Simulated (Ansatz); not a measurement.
In doubt: one-shot GW on d or f shells is unsure, so the values of those runs are not to be relied on.

Two G0W0 runs on AgO (I4_1/a).

It takes space group I4_1/a (No. 88, tetragonal). Conventional cell: a = 6.833 Å, b = 6.833 Å, c = 9.122 Å, α = 90.00°, β = 90.00°, γ = 90.00°. Nearest to Ag lie 4 O at 2.02 Å. Ag has 2 O at 2.17 Å nearest. Nearest to O lie 3 Ag at 2.02 to 2.17 Å. Farther neighbours and most contacts between anions are not listed.

```cif
data_structure
_symmetry_space_group_name_H-M 'P 1'
_symmetry_Int_Tables_number 1
_cell_length_a 6.6444
_cell_length_b 6.6444
_cell_length_c 6.6444
_cell_angle_alpha 118.113
_cell_angle_beta 118.113
_cell_angle_gamma 93.301
_cell_volume 212.95
loop_
_atom_site_label
_atom_site_type_symbol
_atom_site_fract_x
_atom_site_fract_y
_atom_site_fract_z
_atom_site_occupancy
Ag1 Ag 0.37500 0.12500 0.25000 1
Ag2 Ag 0.87500 0.12500 0.25000 1
Ag3 Ag 0.87500 0.12500 0.75000 1
Ag4 Ag 0.87500 0.62500 0.75000 1
Ag5 Ag 0.87500 0.62500 0.25000 1
Ag6 Ag 0.37500 0.62500 0.25000 1
Ag7 Ag 0.37500 0.62500 0.75000 1
Ag8 Ag 0.37500 0.12500 0.75000 1
O9 O 0.60080 0.41760 0.34280 1
O10 O 0.16760 0.32480 0.31680 1
O11 O 0.07480 0.25800 0.65720 1
O12 O 0.00800 0.85080 0.68320 1
O13 O 0.14920 0.83240 0.15720 1
O14 O 0.58240 0.92520 0.18320 1
O15 O 0.67520 0.99200 0.84280 1
O16 O 0.74200 0.39920 0.81680 1
```

The cell and positions come from the Crystallography Open Database and are kept as given unless a step says otherwise.

The first (Ansatz 0.2.0; start LDA, 4×4×4 mesh, 716 empty bands, screening to 130 eV, hard PAW files; 1 × NVIDIA GB200 (shared by 2 runs) with 16 threads of Arm Neoverse V2, shared host) gave, on its mesh: starting gap 0.21 eV, G0W0 gap 0.65 eV, RPA ε∞ (mean) 19.42, 91 s.

The second changes empty bands from 716 to 1471 and screening cutoff (eV) from 130.0 to 210.0. What does it give?

It gave: starting gap 0.21 eV, G0W0 gap 0.67 eV, RPA ε∞ (mean) 19.19, 4.4 min. The G0W0 gap moves by +0.02 eV, +0.00 eV from the start and +0.02 eV from the correction. Σc changes by −0.18 eV at the valence top and −0.17 eV at the conduction bottom, and Σx − Vxc between them by +0.00 eV.

Limits: not at the basis limit; d shell near the gap, gap tends to lie low; no spin-orbit coupling; coarse k mesh.

[Paths, hosts, dates, memory and timing lines, banners, echoed tables and standing remarks are left out of the program output.]

[Logs are printed without paths, hosts, clocks, repeated set-up lines and the standing remarks that a program may print on its own settings, such as how far it seeks lower states.]

[Runs of the session that timed out or met a known fault of the program may be left out.]

[Cells called generated may have been cut or substituted from an entry of the Crystallography Open Database or the Materials Project.]

[Hosts, paths, dates, database ids (printed as entryN), source tags and the programs' standing remarks are cut or masked in the printed files.]
